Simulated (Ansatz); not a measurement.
## Relaxing C(111) slab, H on both faces (288 atoms)

Wanted: the relaxed structure of C(111) slab, H on both faces (288 atoms) and its electronic structure.

Main program and level: Ansatz 0.2.0; Kohn-Sham DFT, PBE+D4, PAW (set soft_2), plane waves.

## (1) Starting point

The cell holds 288 atoms: 256 C and 32 H. Cell: a = 10.089 Å, b = 10.089 Å, c = 29.111 Å, α = 90.0°, β = 90.0°, γ = 120.0°. It derives from C (diamond-structure). Diamond-structure C (a = 3.567 Å), (111) slab of 16 atomic planes, 4 x 4 surface cells, H on the broken bonds of both faces, 12 Å of vacuum; displaced by a Gaussian of 0.02 Å. Regions: slab, 256 atoms (256 C); hydrogen, 32 atoms (32 H). Vacuum lies along c.

What the set-up can't give: Sampling is at Γ alone, for a cell whose shortest periodic width is 9 Å.

## (2) Single point at the start

The forces at the start show how far the geometry lies from a minimum of this functional.

input.yaml reads:

```yaml
crystal:
  lattice:
    - [10.089, 0.0, 0.0]
    - [-5.0445, 8.73733, 0.0]
    - [0.0, 0.0, 29.11071]
  atoms:
    - { symbol: C, position: [0.33221, 0.91715, 0.26196] }
    - { symbol: C, position: [0.25004, 0.00018, 0.24461] }
    - { symbol: C, position: [0.16243, 0.82963, 0.33186] }
    - { symbol: C, position: [0.33217, 0.91389, 0.31528] }
    - { symbol: C, position: [0.25346, 0.00139, 0.4025] }
    - { symbol: C, position: [0.16704, 0.83509, 0.38514] }
    - { symbol: C, position: [0.33305, 0.91793, 0.47469] }
    - { symbol: C, position: [0.24664, 0.00011, 0.45544] }
    - { symbol: C, position: [0.1651, 0.83373, 0.54259] }
    - { symbol: C, position: [0.32822, 0.9147, 0.52687] }
    - { symbol: C, position: [0.25293, 0.00234, 0.61547] }
    - { symbol: C, position: [0.1724, 0.83491, 0.59733] }
    - { symbol: C, position: [0.33094, 0.91461, 0.68599] }
    - { symbol: C, position: [0.24849, 0.00022, 0.66764] }
    - { symbol: C, position: [0.16567, 0.83236, 0.756] }
    - { symbol: C, position: [0.33795, 0.91859, 0.73926] }
    - { symbol: C, position: [0.3322, 0.66653, 0.26239] }
    - { symbol: C, position: [0.25298, 0.75051, 0.24422] }
    - { symbol: C, position: [0.16924, 0.58609, 0.33153] }
    - { symbol: C, position: [0.33397, 0.6653, 0.31446] }
    - { symbol: C, position: [0.2516, 0.75665, 0.40207] }
    - { symbol: C, position: [0.16784, 0.58609, 0.38556] }
    - { symbol: C, position: [0.33523, 0.66663, 0.47346] }
    - { symbol: C, position: [0.25241, 0.75051, 0.45533] }
    - { symbol: C, position: [0.16143, 0.58372, 0.5437] }
    - { symbol: C, position: [0.33322, 0.6654, 0.5251] }
    - { symbol: C, position: [0.24944, 0.74729, 0.61402] }
    - { symbol: C, position: [0.16877, 0.58341, 0.59748] }
    - { symbol: C, position: [0.33467, 0.66706, 0.68542] }
    - { symbol: C, position: [0.24922, 0.75352, 0.66841] }
    - { symbol: C, position: [0.167, 0.58271, 0.75723] }
    - { symbol: C, position: [0.33088, 0.66749, 0.73902] }
    [... 250 atom lines left out ...]
    - { symbol: H, position: [0.74938, 0.2463, 0.20636] }
    - { symbol: H, position: [0.66606, 0.07887, 0.79442] }
    - { symbol: H, position: [0.00282, 0.50111, 0.20683] }
    - { symbol: H, position: [0.91357, 0.33087, 0.79475] }
    - { symbol: H, position: [0.00419, 0.25361, 0.20667] }
    - { symbol: H, position: [0.91805, 0.08348, 0.79418] }
kpoints:
  mp_grid: { grid: [1, 1, 1] }
hamiltonian:
  xc: pbe
  dispersion: d4
scf:
  occupations: { method: fixed }
output:
  forces: true
  populations: true
  dos:
    method: { smearing: { sigma: 0.1 } }
    de: 0.1
    projected:
      site_lists:
        C: [C]
        H: [H]
        hydrogen: [256, 257, 258, 259, 260, 261, 262, 263, 264, 265, 266, 267, 268, 269, 270, 271, 272, 273, 274, 275, 276, 277, 278, 279, 280, 281, 282, 283, 284, 285, 286, 287]
  eigenvalues: true
```

Launch:

```sh
ansatz run input.yaml --threads 4 --pin off --max-ram 8192MiB --backend cpu --events-out ev --progress --plain --runs-dir out
```

Numbers of over 12 decimals in the logs are rounded to 6 here.

The program printed:

```text
Engine: ansatz 0.2.0, aarch64-unknown-linux-gnu
Pseudopotentials: kind: paw
Pseudopotential: C, paw, valence charge 4, recommended cutoff 420 eV (normal), C.paw.azcp
Pseudopotential: H, paw, valence charge 1, recommended cutoff 420 eV (normal), H.paw.azcp
[... 5 lines on functional and potentials left out ...]
Crystal: 288 atoms, lattice volume = 2566.136 Å³
Basis set: ecut = 420 eV, 50053 PW (Γ), exchange–correlation on 144×144×400 points (8 copies of the dense FFT grid, shifted against one another)
Bands: 816, of which v1, the nominal top of the filled ones, is band 528 counted from 1 (527 counted from 0)
Symmetry: 1 space group operations
Space group: P1 (ITA 1), of the structure as read, at distance tolerance 1.4e-4 Å
k-points: 1
[... 5 lines on functional and potentials left out ...]
Initial density: superposition of atomic densities (neutral atoms: chi_scale 0, normalization atom), corrected by the library's trained network
Initial wavefunctions: pseudopotential atomic-orbital guess
Functional: x = pbe(κ = 0.804, μ = 0.219515), c = pbe(β = 0.066725)
SCF iter   1: F=—  HF=-64761.573951 eV  |F-HF|=—  |Δ(HF+E_count)|=         —  Δρ=3.47e-3  dr2=1.77e0  ethr=1.77e-3  ⟨swp⟩=7.0  Hψ=3493  notcnv=0  defer=286
preconditioner: auto → Resta (q_TF=auto, 2.353 Å⁻¹)  ε∞=3.1  [insulator: Δε(μ)=3.191 eV  Ē_g=16.628 eV  n_scr=572 (ndim 8)  ℏωp=23.8 eV  f_vac=0.358  ε∞_Penn≈3.1  vacuum switching on, ρ_ref=2.0e-2 e/Å³]
SCF iter   2: F=—  HF=-64761.274753 eV  |F-HF|=—  |Δ(HF+E_count)|=   2.99e-1  Δρ=2.51e-3  dr2=1.29e-1  ethr=1.68e-4  ⟨swp⟩=3.0  Hψ=1101  notcnv=0  defer=286
SCF iter   3: F=—  HF=-64761.262714 eV  |F-HF|=—  |Δ(HF+E_count)|=   1.20e-2  Δρ=1.13e-3  dr2=2.36e-2  ethr=1.22e-5  ⟨swp⟩=4.0  Hψ=1071  notcnv=0  defer=286
SCF iter   4: F=—  HF=-64761.264593 eV  |F-HF|=—  |Δ(HF+E_count)|=   1.88e-3  Δρ=1.56e-4  dr2=5.82e-4  ethr=2.23e-6  ⟨swp⟩=5.0  Hψ=952  notcnv=0  defer=286
SCF iter   5: F=—  HF=-64761.264795 eV  |F-HF|=—  |Δ(HF+E_count)|=   2.02e-4  Δρ=6.16e-5  dr2=7.08e-5  ethr=5.51e-8  ⟨swp⟩=3.0  Hψ=1144  notcnv=0  defer=286
SCF iter   6: F=—  HF=-64761.263133 eV  |F-HF|=—  |Δ(HF+E_count)|=   1.66e-3  Δρ=1.52e-5  dr2=6.94e-6  ethr=6.70e-9  ⟨swp⟩=2.0  Hψ=1345  notcnv=0  defer=286
SCF iter   7: F=—  HF=-64761.263134 eV  |F-HF|=—  |Δ(HF+E_count)|=   1.02e-7  Δρ=3.91e-6  dr2=3.91e-7  ethr=6.57e-10  ⟨swp⟩=2.0  Hψ=1049  notcnv=0  defer=286
SCF iter   8: F=-64761.263134 eV  HF=-64761.263134 eV  |F-HF|=2.47e-8  |Δ(HF+E_count)|=   1.22e-7  Δρ=1.24e-6  dr2=5.46e-8  ethr=9.47e-12  ⟨swp⟩=35.0  Hψ=8094  notcnv=0
SCF 1 converged in 8 iterations: F = -64761.263134 eV  dr2 = 5.46e-8
  greatest PAW one-centre occupation: 0.654 electrons in one spin orbital (limit 2), on the C atom at site 126 (counted from 0), in its partial waves of l = 0
SCF converged after 8 iterations
Free energy (F): -64761.263134 eV
Harris-Foulkes:  -64761.263134 eV  (|F-HF|=2.47e-8)
Internal energy: -64761.263134 eV  (E = F + TS)
E sigma→0 (E₀):  -64761.263134 eV
Fermi energy:    6.256514 eV
--- Per-component energies (eV) ---
  E_band       = -2690.969729
  E_kinetic    = 24097.975343
  E_local      = -982981.847035  (includes V_loc(G=0)·N_el)
  E_nonlocal   = 6881.678763
  E_hartree    = 483447.028947
  E_xc         = -12753.713409
  E_vxc        = -15844.493107  (∫ρ·V_xc dr)
  E_paw        = -25426.955077  (= ΣΔE_a)
  E_vpaw       = -1738.168136  (= ΣTr[D̂ρ^β])
  E_aug_tail   = -0.041711  (compensation charges beyond the density's cutoff)
  E_ewald      = 442026.312752
  E_disp       = -51.701706  (pairwise vdW)
  E_smearing   = -0.000000  (= −TS)
  E_closure    = -0.000000  (closes the sum)
  Σ components = -64761.263134   (vs F -64761.263134, Δ=0.00e0)
--- Forces (eV/Å), atoms counted from 1 ---
  atom   1  C      1.08349546    -0.17913553    -1.06700195
  atom   2  C     -0.33340604    -0.46276839    -0.02947017
  atom   3  C      1.02912631     1.55108931     0.37838411
  atom   4  C     -0.10014118     0.68759287    -0.56059554
  atom   5  C     -2.17034692    -0.03958899     0.18136231
  atom   6  C     -0.12801944    -0.40385164    -0.35685415
  atom   7  C     -0.10588559    -0.52580756    -1.59382580
  atom   8  C      1.26980918    -0.23656432     0.52685146
  atom   9  C      0.45855472     0.04859882     2.17105871
  atom  10  C      1.97217151     1.20982681    -0.46965819
  atom  11  C     -0.96054568    -1.66410097    -0.68139941
  atom  12  C     -1.95991680    -0.40135441    -0.79015889
  atom  13  C      0.29545318     1.05782664     0.00285548
  atom  14  C      0.89130279    -0.28067314     0.70462831
[...]
atom 287  H      0.03853177    -0.10044483    -2.23808643
  atom 288  H     -0.00719937    -0.06030574    -0.16883733
  max |Σ_I F_I| component: 1.07e-4 eV/Å
--- Band table (eV) ---
  k-point 0: bands = ["-15.0849", "-14.7810", "-14.3104", "-13.6623", [... 800 levels ...], "16.2795", "16.2961", "16.3271", "16.3322", "16.3695", "16.3831", "16.4245", "16.4337", "16.4550", "16.4714", "16.4886", "16.5124"]
--- Löwdin populations: 288 sites ---
  site symbol       q [e]
     0      C      3.9665
     1      C      4.1264
     2      C      3.9842
[...]
287      H      0.8600
  spilling = 0.004174 (of n_electrons = 1056.000000)
```

The job ended after 2.7 min (4 threads of Arm Neoverse V1, shared host; peak memory 4.8 GiB).

Read from the output:

```
free energy                                      : -64761.2631 eV
free energy per atom                             : -224.8655 eV/atom
SCF cycles                                       : 8
r.m.s. force component                           : 0.9999 eV/Å
longest force                                    : 4.983 eV/Å
Fermi energy                                     : 6.257 eV
gap (highest filled to lowest empty level) : 2.46 eV
spilling of the projection                       : 0.004174
```

The r.m.s. force component of 1.00 eV/Å sets the starting point.

Length of the force by element:

| element | coordination | atoms | mean length of the force (eV/Å) | spread | least | most |
| --- | --- | --- | --- | --- | --- | --- |
| C | all | 256 | 1.63 | 0.747 | 0.08 | 4.98 |
| H | all | 32 | 0.866 | 0.633 | 0.128 | 2.45 |

## (3) Relaxation

With the cell held, the atoms are moved downhill towards a nearby minimum.

input.yaml, the sections that differ from step 2:

```yaml
output:
  forces: true
relax:
  f_tol: 0.03
  max_steps: 117
# crystal, kpoints, hamiltonian, scf: as in step 2
```

The program printed:

```text
[...]
Crystal: 288 atoms, lattice volume = 2566.136 Å³
Basis set: ecut = 420 eV, 50053 PW (Γ), exchange–correlation on 144×144×400 points (8 copies of the dense FFT grid, shifted against one another)
Bands: 816, of which v1, the nominal top of the filled ones, is band 528 counted from 1 (527 counted from 0)
Symmetry: 1 space group operations
[...]
k-points: 1
[...]
SCF iter   1: F=—  HF=-64761.568168 eV  |F-HF|=—  |Δ(HF+E_count)|=         —  Δρ=3.46e-3  dr2=1.78e0  ethr=1.77e-3  ⟨swp⟩=11.0  Hψ=3239  notcnv=0  defer=286
[...]
SCF iter   3: F=—  HF=-64761.262528 eV  |F-HF|=—  |Δ(HF+E_count)|=   4.68e-3  Δρ=1.17e-3  dr2=2.32e-2  ethr=1.20e-5  ⟨swp⟩=6.0  Hψ=856  notcnv=0  defer=166
automatic band count: iteration 3 solves 696 bands in place of 816: the levels show a gap, and the empty bands left out lie too high to hold charge; the band table lists the bands solved (type scf.n_extra_bands for more)
SCF iter   4: F=—  HF=-64761.264966 eV  |F-HF|=—  |Δ(HF+E_count)|=   2.44e-3  Δρ=1.68e-4  dr2=1.61e-3  ethr=2.20e-6  ⟨swp⟩=8.0  Hψ=1076  notcnv=0  defer=166
[...]
SCF iter   6: F=-64761.263124 eV  HF=-64761.263136 eV  |F-HF|=1.22e-5  |Δ(HF+E_count)|=   9.64e-5  Δρ=2.00e-5  dr2=1.67e-5  ethr=2.13e-9  ⟨swp⟩=6.0  Hψ=2473  notcnv=0
SCF 1 converged in 6 iterations: F = -64761.263124 eV  dr2 = 1.67e-5
[...]
relax step   1: F+E_penalty+E_count = -64761.26312396 eV  Δ(F+E_penalty+E_count) = +0.000e0 eV  max|allowed force component| = 4.432e0 eV/Å  Δτ_max = 0.0000 Å  (6 SCF iters, dr2 threshold 2.25e-5 eV, accepted)
[...]
relax step   2: F+E_penalty+E_count = -64767.59322757 eV  Δ(F+E_penalty+E_count) = -6.330e0 eV  max|allowed force component| = 1.298e0 eV/Å  Δτ_max = 0.1056 Å  (6 SCF iters, dr2 threshold 1.00e-4 eV, accepted)
[...]
relax step   3: F+E_penalty+E_count = -64768.78398248 eV  Δ(F+E_penalty+E_count) = -1.191e0 eV  max|allowed force component| = 4.232e-2 eV/Å  Δτ_max = 0.0312 Å  (5 SCF iters, dr2 threshold 1.00e-4 eV, accepted)
[...]
relax step   4: F+E_penalty+E_count = -64768.78398732 eV  Δ(F+E_penalty+E_count) = -4.837e-6 eV  max|allowed force component| = 4.263e-2 eV/Å  Δτ_max = 0.0000 Å  (4 SCF iters, accepted)
[...]
relax step   5: F+E_penalty+E_count = -64768.78500193 eV  Δ(F+E_penalty+E_count) = -1.015e-3 eV  max|allowed force component| = 1.750e-3 eV/Å  Δτ_max = 0.0035 Å  (5 SCF iters, accepted)
SCF converged after 5 iterations
Free energy (F): -64768.785002 eV
[...]
Internal energy: -64768.785002 eV  (E = F + TS)
E sigma→0 (E₀):  -64768.785002 eV
Fermi energy:    6.147897 eV
[...]
--- Forces (eV/Å), atoms counted from 1 ---
  atom   1  C     -0.00008440    -0.00001630     0.00007177
  atom   2  C     -0.00031818     0.00004689    -0.00009199
  atom   3  C      0.00040730     0.00006806    -0.00046255
  atom   4  C      0.00021461     0.00029719    -0.00006474
  atom   5  C     -0.00067155     0.00021820     0.00030217
  atom   6  C     -0.00012064     0.00027846    -0.00033697
  atom   7  C      0.00000524     0.00024757    -0.00032809
  atom   8  C      0.00073886    -0.00000704     0.00011882
  atom   9  C      0.00001904     0.00006443     0.00175078
  atom  10  C      0.00015668     0.00021947     0.00032514
  atom  11  C     -0.00048507     0.00007787     0.00013328
  atom  12  C      0.00007673     0.00006504    -0.00053988
  atom  13  C     -0.00000679     0.00016878    -0.00006349
  atom  14  C     -0.00009912    -0.00036515    -0.00059007
[...]
atom 287  H     -0.00015292     0.00004552     0.00022970
  atom 288  H     -0.00014674     0.00006447    -0.00016898
  max |Σ_I F_I| component: 9.36e-5 eV/Å
--- Relaxed structure (5 steps of the walk, 5 accepted, 0 SCFs on fresh bases) ---
  F+E_penalty+E_count = -64768.78500193 eV   max|allowed force component| = 1.750e-3 eV/Å
  atoms:
    - { symbol: C, position: [0.333412, 0.916595, 0.261942] }
    - { symbol: C, position: [0.250078, -7.252482942673428e-5, 0.245326] }
    - { symbol: C, position: [0.166744, 0.833263, 0.332623] }
    - { symbol: C, position: [0.333411, 0.916595, 0.315118] }
[...]
- { symbol: H, position: [0.916755, 0.083275, 0.792676] }
```

The job ended after 4.3 min (4 threads; peak memory 4.5 GiB; 17 min of CPU time).

Relaxation path:

| step | energy less that of the first step (eV) | largest force component (eV/Å) |
| --- | --- | --- |
| 1 | 0.0000 | 4.4322 |
| 2 | -6.3301 | 1.2983 |
| 3 | -7.5209 | 0.0423 |
| 4 | -7.5209 | 0.0426 |
| 5 | -7.5219 | 0.0018 |

The atoms that moved most (Å):

| atom | dx | dy | dz | length |
| --- | --- | --- | --- | --- |
| C159 | -0.060 | -0.033 | -0.093 | 0.115 |
| H282 | 0.008 | 0.033 | -0.096 | 0.102 |
| C191 | 0.009 | 0.000 | -0.090 | 0.090 |
| C50 | -0.011 | -0.004 | 0.089 | 0.090 |
| C242 | -0.012 | -0.006 | 0.084 | 0.085 |
| C143 | -0.041 | 0.012 | -0.072 | 0.084 |
| C48 | -0.035 | 0.006 | -0.070 | 0.078 |
| C226 | -0.017 | -0.003 | 0.076 | 0.078 |

The relaxation changed the energy by -26.1 meV/atom, and atoms moved by 0.042 Å r.m.s., 0.12 Å at most.

## (4) Structure statistics after relaxation

Bonds before and after, by the cutoffs listed below:

| pair | bonds before | bonds after | mean before (Å) | mean after (Å) | spread before (Å) | spread after (Å) |
| --- | --- | --- | --- | --- | --- | --- |
| C-C | 496 | 496 | 1.545 | 1.541 | 0.027 | 0.004 |
| C-H | 32 | 32 | 1.092 | 1.109 | 0.030 | 0.000 |

Normalised to the volume that the atoms fill. Pair distribution functions g(r), in bins of 0.2 Å:

| r (Å) | total | C-C | C-H | H-H |
| --- | --- | --- | --- | --- |
| 1.10 | 0.41 | 0.00 | 2.06 | 0.00 |
| 1.30 | 0.00 | 0.00 | 0.00 | 0.00 |
| 1.50 | 3.44 | 4.34 | 0.00 | 0.00 |
| 1.70 | 0.00 | 0.00 | 0.00 | 0.00 |
| 1.90 | 0.00 | 0.00 | 0.00 | 0.00 |
| 2.10 | 0.33 | 0.00 | 1.66 | 0.00 |
| 2.30 | 0.00 | 0.00 | 0.00 | 0.00 |
| 2.50 | 3.89 | 4.61 | 0.00 | 19.65 |
| 2.70 | 0.40 | 0.00 | 2.04 | 0.00 |
| 2.90 | 2.56 | 3.23 | 0.00 | 0.00 |
| 3.10 | 0.00 | 0.00 | 0.00 | 0.00 |
| 3.30 | 0.14 | 0.00 | 0.71 | 0.00 |
| 3.50 | 0.97 | 1.07 | 0.65 | 0.00 |
| 3.70 | 0.00 | 0.00 | 0.00 | 0.00 |
| 3.90 | 1.60 | 1.89 | 0.51 | 0.00 |
| 4.10 | 0.18 | 0.00 | 0.90 | 0.00 |
| 4.30 | 2.43 | 2.87 | 0.43 | 6.55 |
| 4.50 | 0.18 | 0.03 | 0.77 | 0.00 |
| 4.70 | 1.35 | 1.61 | 0.36 | 0.00 |
| 4.90 | 0.12 | 0.00 | 0.63 | 0.00 |
| 5.10 | 1.04 | 1.08 | 0.58 | 4.96 |
| 5.30 | 1.66 | 1.90 | 0.82 | 0.00 |
| 5.50 | 0.10 | 0.00 | 0.52 | 0.00 |
| 5.70 | 1.29 | 1.61 | 0.08 | 0.00 |
| 5.90 | 0.66 | 0.78 | 0.22 | 0.00 |
| 6.10 | 0.48 | 0.45 | 0.63 | 0.00 |
| 6.30 | 1.15 | 1.25 | 0.79 | 0.00 |
| 6.50 | 0.15 | 0.00 | 0.74 | 0.00 |

Bonds by pair of elements; cutoffs follow the first minimum of g(r), held within bounds set by covalent radii, and pairs that aren't listed don't count as bonded:

| pair A-B | cutoff (Å) | bonds | mean length (Å) | spread (Å) | shortest (Å) | B about A | A about B |
| --- | --- | --- | --- | --- | --- | --- | --- |
| C-C | 1.85 | 496 | 1.54 | 0.004 | 1.53 | 3.88 | 3.88 |
| C-H | 1.34 | 32 | 1.11 | 0 | 1.11 | 0.125 | 1 |

How many atoms have how many bonded neighbours:

| element | mean | 1 | 4 |
| --- | --- | --- | --- |
| C | 4 | 0 | 256 |
| H | 1 | 32 | 0 |

Bond angles (no mean is given where the spread exceeds 20°):

| angle | count | mean (°) | spread (°) |
| --- | --- | --- | --- |
| C-C-C | 1440 | 110 | 0.5 |
| C-C-H | 96 | 108 | 0 |

Counting bonds as in the table, all C atoms have 4 and all H atoms have 1 bonded neighbour. The C-C-C angle averages 110° with a spread of 0.5°.

[end of part 1 of 2]

[Logs are printed without paths, hosts, clocks, repeated set-up lines and the standing remarks that a program may print on its own settings, such as how far it seeks lower states.]

[Hosts, paths, dates, database ids (printed as entryN), source tags and the programs' standing remarks are cut or masked in the printed files.]
